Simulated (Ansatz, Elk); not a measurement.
# How far do independent atoms describe Zn2Fe?

The structure of Zn2Fe used here is made up (a known structure type with other elements) and was relaxed beforehand with PBE. The aim is the Fourier transform of its all-electron density, F(hkl), set beside the sum over free spherical atoms that refinements use.

Program: Elk 11.2.3 (patched build). Level of theory: DFT, PBE, all-electron APW+lo, Dirac cores, scalar-relativistic bands, static density, ferromagnetic start. Results are calculated unless marked as measured.

This account leaves out most program logs.

The structure was built from a prototype and need not be the compound's stable phase.

### 1. The structure

The structure is cubic, space group Fm-3m (No. 225). Conventional cell: a = 5.807 Å, b = 5.807 Å, c = 5.807 Å, α = 90.00°, β = 90.00°, γ = 90.00°. Nearest to Zn lie 4 Fe at 2.51 Å. Fe has 8 Zn at 2.51 Å nearest. Farther neighbours are not listed.

### 2. Ground state and structure factors

An all-electron density is needed, since X-rays see the cores too. Task 0 finds the density and task 195 Fourier-transforms it; tshift is off so that phases refer to the origin typed.

The input, elk.in:

```
tasks
  0
  195
  196

xctype
  20

spinpol
  .true.

rgkmax
  7.0

gmaxvr
  14.0

lmaxo
  7

lmaxapw
  8

swidth
  0.002

tshift
  .false.

ramdisk
  .false.

hmaxvr
  5.5

maxscl
  120

epspot
  1e-06

reducebf
  0.8

sppath
  './'

avec
  -0.00000000000 5.48650328142 5.48650328142
  5.48650328142 0.00000000000 5.48650328142
  5.48650328142 5.48650328142 0.00000000000

atoms
  2
  'Zn.in'
  2
  0.2500000000 0.2500000000 0.2500000000   0.000000 0.000000 0.000000
  0.7500000000 0.7500000000 0.7500000000   0.000000 0.000000 0.000000
  'Fe.in'
  1
  -0.0000000000 0.0000000000 0.0000000000   0.000000 0.000000 -0.120000

ngridk
  6 6 6
```

Run with:

```
OMP_NUM_THREADS=4 elk
```

Wall time 43 s (4 threads of AMD EPYC 9R14 (Zen 4), shared host); peak memory 0.43 GiB.

SFACRHO.OUT:

```text

h k l indices transformed by vhmat matrix:
   1.000000000       0.000000000       0.000000000    
   0.000000000       1.000000000       0.000000000    
   0.000000000       0.000000000       1.000000000    

      h      k      l  multipl.   |H|            Re(F)            Im(F)           |F|

      0      0      0      1   0.0000000       85.999999     -0.20934620E-16   85.999999    
     -1      0      0      8  0.99177888       22.011289     -0.15122923E-17   22.011289    
     -1      0     -1      6   1.1452076      -29.267522     -0.21563852E-16   29.267522    
      1      0     -1     12   1.6195681       63.485945      0.39244899E-16   63.485945    
     -2     -1     -2     24   1.8991120       17.065202      0.76542284E-17   17.065202    
      0      2      0      8   1.9835578      -24.424959     -0.61539180E-19   24.424959    
     -2      0     -2      6   2.2904152       53.455660      0.53821232E-17   53.455660    
      0     -2      1     24   2.4959221       14.533122      0.36440175E-18   14.533122    
     -2      1     -1     24   2.5607621      -21.421775     -0.30055159E-17   21.421775    
     -3     -2     -3     24   2.8051743       46.703941     -0.31998310E-18   46.703941    
     -3      0      0      8   2.9753366       12.708605      0.53598219E-17   12.708605    
      1     -2     -2     24   2.9753366       12.604949     -0.71274956E-17   12.604949    
     -4     -2     -2     12   3.2391363       41.576911      0.76611990E-18   41.576911    
      1      2     -2     48   3.3875698       11.327529     -0.12334781E-16   11.327529    
     -3     -3     -4     24   3.4356228      -17.052122     -0.41576828E-17   17.052122    
      3      0      3      6   3.4356228      -17.172113     -0.19327114E-17   17.172113    
     -1     -3     -4     24   3.6214644       37.556195     -0.11498638E-16   37.556195    
      0     -4     -1     24   3.7548142       10.355161     -0.11526290E-16   10.355161
```

Elk indexes on the primitive cell of elk.in and gives |H| = 4π sin θ/λ in inverse bohr. Below, one row stands for each form hkl of the conventional cell (m members, Friedel mates merged), F is for one primitive cell and the density is static (no thermal factor). Free-atom factors are Waasmaier and Kirfel's, and R is Σm||F|−|F'||/Σm|F|.

```tsv
hkl	m	sin θ/λ (Å⁻¹)	abs F, DFT	neutral atoms	diff.
111	8	0.149	22.011	21.855	+0.156
200	6	0.172	29.267	29.566	-0.298
220	12	0.244	63.486	64.005	-0.519
311	24	0.286	17.065	17.200	-0.134
222	8	0.298	24.425	24.781	-0.356
400	6	0.344	53.456	53.813	-0.357
331	24	0.375	14.533	14.508	+0.025
420	24	0.385	21.422	21.524	-0.103
422	24	0.422	46.704	46.773	-0.069
333	8	0.447	12.709	12.662	+0.047
511	24	0.447	12.605	12.662	-0.057
440	12	0.487	41.577	41.573	+0.004
531	48	0.509	11.328	11.319	+0.009
442	24	0.517	17.052	17.099	-0.047
```

### 3. The magnetisation density

The same run holds the spin density, and task 196 transforms it. The order is that of the start, and no other was tried.

SFACMAG_1.OUT:

```text

h k l indices transformed by vhmat matrix:
   1.000000000       0.000000000       0.000000000    
   0.000000000       1.000000000       0.000000000    
   0.000000000       0.000000000       1.000000000    

      h      k      l  multipl.   |H|            Re(F)            Im(F)           |F|

      0      0      0      1   0.0000000       2.5156440      0.12510150E-17   2.5156440    
     -1      0      0      8  0.99177888       2.1056801     -0.73957447E-17   2.1056801    
     -1      0     -1      6   1.1452076       1.9568727      0.30016348E-17   1.9568727    
      1      0     -1     12   1.6195681       1.4986489      0.39501308E-17   1.4986489    
     -2     -1     -2     24   1.8991120       1.2215319      0.31743836E-17   1.2215319    
      0      2      0      8   1.9835578       1.0433058     -0.26116886E-18   1.0433058    
     -2      0     -2      6   2.2904152       1.0229087     -0.97720847E-18   1.0229087    
      0     -2      1     24   2.4959221      0.74721715     -0.20418134E-17  0.74721715    
     -2      1     -1     24   2.5607621      0.72830281     -0.15153372E-17  0.72830281    
     -3     -2     -3     24   2.8051743      0.61377566      0.12986823E-17  0.61377566    
     -3      0      0      8   2.9753366      0.46975000      0.85660679E-17  0.46975000    
      1     -2     -2     24   2.9753366      0.59045316      0.40787948E-17  0.59045316    
     -4     -2     -2     12   3.2391363      0.41021397     -0.26999240E-17  0.41021397    
      1      2     -2     48   3.3875698      0.36062282     -0.11519961E-18  0.36062282    
     -3     -3     -4     24   3.4356228      0.28358928     -0.69319784E-18  0.28358928    
      3      0      3      6   3.4356228      0.43971909      0.96829520E-18  0.43971909
```

The total moment is 2.52 μB a cell; sphere moments: Zn1 -0.03, Zn2 -0.03, Fe3 +2.55 μB. Polarised neutrons measure spin and orbital magnetisation together; without spin-orbit coupling the run gives the spin part. With nearly all of the moment on one atom, abs F_M/F_M(0) is close to a form factor, set here beside ⟨j0⟩ of the free Fe2+ ion, taken for comparison since the valence isn't defined:

```tsv
hkl	sin θ/λ (Å⁻¹)	abs F_M (μB)	F_M/F_M(0)	⟨j0⟩
111	0.149	2.106	0.837	0.804
200	0.172	1.957	0.778	0.750
220	0.244	1.499	0.596	0.578
311	0.286	1.222	0.486	0.482
222	0.298	1.043	0.415	0.454
400	0.344	1.023	0.407	0.363
331	0.375	0.747	0.297	0.309
420	0.385	0.728	0.290	0.293
422	0.422	0.614	0.244	0.238
333	0.447	0.470	0.187	0.205
511	0.447	0.591	0.235	0.205
440	0.487	0.410	0.163	0.161
531	0.509	0.361	0.143	0.139
442	0.517	0.284	0.113	0.132
```

### 4. The highest occupied states alone

An energy window below the Fermi level keeps the highest occupied states, to see at which angles they scatter; shallow core shells can lie inside it and anion s states outside. No new self-consistency is needed.

Edit elk.in of step 2 so:

```diff
@@ -1,5 +1,3 @@
 tasks
-  0
   195
-  196
 
@@ -44,2 +42,5 @@
 
+wsfac
+  -0.365690 0.485550
+
 sppath
```

Run with:

```
OMP_NUM_THREADS=4 elk
```

Elapsed: 2.9 s, on 4 threads; peak memory 0.19 GiB; 4.8 s of CPU time.

States within 15 eV below the Fermi level hold 32.00 electrons; any levels below the window count with the cores. Their amplitudes can exceed the total, where window and core parts have opposite phase:

```tsv
hkl	sin θ/λ (Å⁻¹)	abs F, window	abs F, all
111	0.149	5.144	22.011
200	0.172	11.883	29.267
220	0.244	16.156	63.486
311	0.286	2.589	17.065
222	0.298	8.258	24.425
400	0.344	11.198	53.456
331	0.375	1.785	14.533
420	0.385	6.385	21.422
422	0.422	8.382	46.704
333	0.447	1.244	12.709
```

### 5. Another functional

The difference from free atoms is small, so it is set against the change that PBEsol makes.

Edit elk.in of step 4 so:

```diff
@@ -1,6 +1,8 @@
 tasks
+  0
   195
+  196
 
 xctype
-  20
+  22
 
@@ -42,5 +44,2 @@
 
-wsfac
-  -0.365690 0.485550
-
 sppath
```

Run with:

```
OMP_NUM_THREADS=4 elk
```

Elapsed: 38 s, on 4 threads; peak memory 0.43 GiB.

Against the first run R = 0.05 %; the largest change is -0.024 at 600. The moment goes from 2.52 to 2.51 μB.

### 6. Basis size

A smaller basis shows how fast F responds to it; the change is likely larger than the basis error of the first run, but doesn't show convergence.

Edit elk.in of step 5 so:

```diff
@@ -6,3 +6,3 @@
 xctype
-  22
+  20
 
@@ -12,3 +12,3 @@
 rgkmax
-  7.0
+  5.5
```

Run with:

```
OMP_NUM_THREADS=4 elk
```

Wall time 36 s (4 threads); peak memory 0.43 GiB.

Against the first run R = 0.04 %; the largest change is +0.070 at 400. The moment goes from 2.52 to 2.53 μB.

### 7. Basis size

The basis and the expansions that go with it are enlarged, to see whether the differences are converged.

Edit elk.in of step 6 so:

```diff
@@ -12,12 +12,12 @@
 rgkmax
-  5.5
+  8.5
 
 gmaxvr
-  14.0
+  18.0
 
 lmaxo
-  7
+  9
 
 lmaxapw
-  8
+  10
```

Run with:

```
OMP_NUM_THREADS=4 elk
```

Elapsed: 73 s, on 4 threads; peak memory 0.5 GiB; 4 min of CPU time.

Against the first run R = 0.01 %; the largest change is -0.009 at 422. The moment goes from 2.52 to 2.51 μB.

### 8. Settings against the effect

```tsv
run	R against the first run (%)	R against neutral atoms, low angle (%)	wall time
PBE, rgkmax 7	0.00	0.89	43 s
PBEsol	0.05	0.92	38 s
rgkmax 5.5	0.04	0.88	36 s
rgkmax 8.5 with larger expansions	0.01	0.89	73 s
```

### 9. What came out

| Quantity | Value |
| --- | --- |
| R against neutral atoms, sin θ/λ < 0.3 Å⁻¹ | 0.89 % |
| R against neutral atoms, 0.3 to 0.82 Å⁻¹ | 0.32 % |
| magnetic form factor over free-ion ⟨j0⟩, 0.12 to 0.35 Å⁻¹ | 1.03 |

Independent neutral atoms miss the calculated amplitudes by R = 0.89 % below 0.3 Å⁻¹ and 0.32 % from there to 0.82 Å⁻¹; by shells, 0.71 % below 0.15 Å⁻¹ (1 form), 0.91 % 0.15 to 0.3 (4 forms), 0.32 % 0.3 to 0.45 (6 forms), 0.32 % above 0.45 (29 forms). Bonding, aspherical density and the tables' own atoms all enter these figures, and the runs don't part them. The largest change of an amplitude is -0.52 electrons, at 220. The magnetic order is that of the start. No other order was tried here, and an antiferromagnetic one would change or move the magnetic intensity. Between 0.12 and 0.35 Å⁻¹ the magnetic form factor is 1.03 times the free-ion one. The sphere holds 2.55 of the 2.52 μB; that share, the choice of ion, the size of the d shell and its asphericity all move this ratio. The window's part falls from 32.0 electrons at the origin to at most 6.36 between 0.45 and 0.82 Å⁻¹, where compact states inside the window still scatter. Below 0.3 Å⁻¹ the changes that finished (PBEsol, rgkmax 5.5 and rgkmax 8.5 with larger expansions) move F by R = 0.04 % at most, against the 0.89 % that separates it from free atoms. The magnetic factors move by R = 2.8 % (PBEsol), 1.6 % (rgkmax 5.5) and 0.4 % (rgkmax 8.5 with larger expansions), so they aren't settled to better than that. The k-mesh has no finished test. Part of the difference isn't bonding: the tables are fits to free atoms and ions calculated by other methods than this functional. Thermal motion, anomalous dispersion and extinction are left out.

[Logs are printed without paths, hosts, clocks, repeated set-up lines and the standing remarks that a program may print on its own settings, such as how far it seeks lower states.]

[Hosts, paths, dates, database ids (printed as entryN), source tags and the programs' standing remarks are cut or masked in the printed files.]
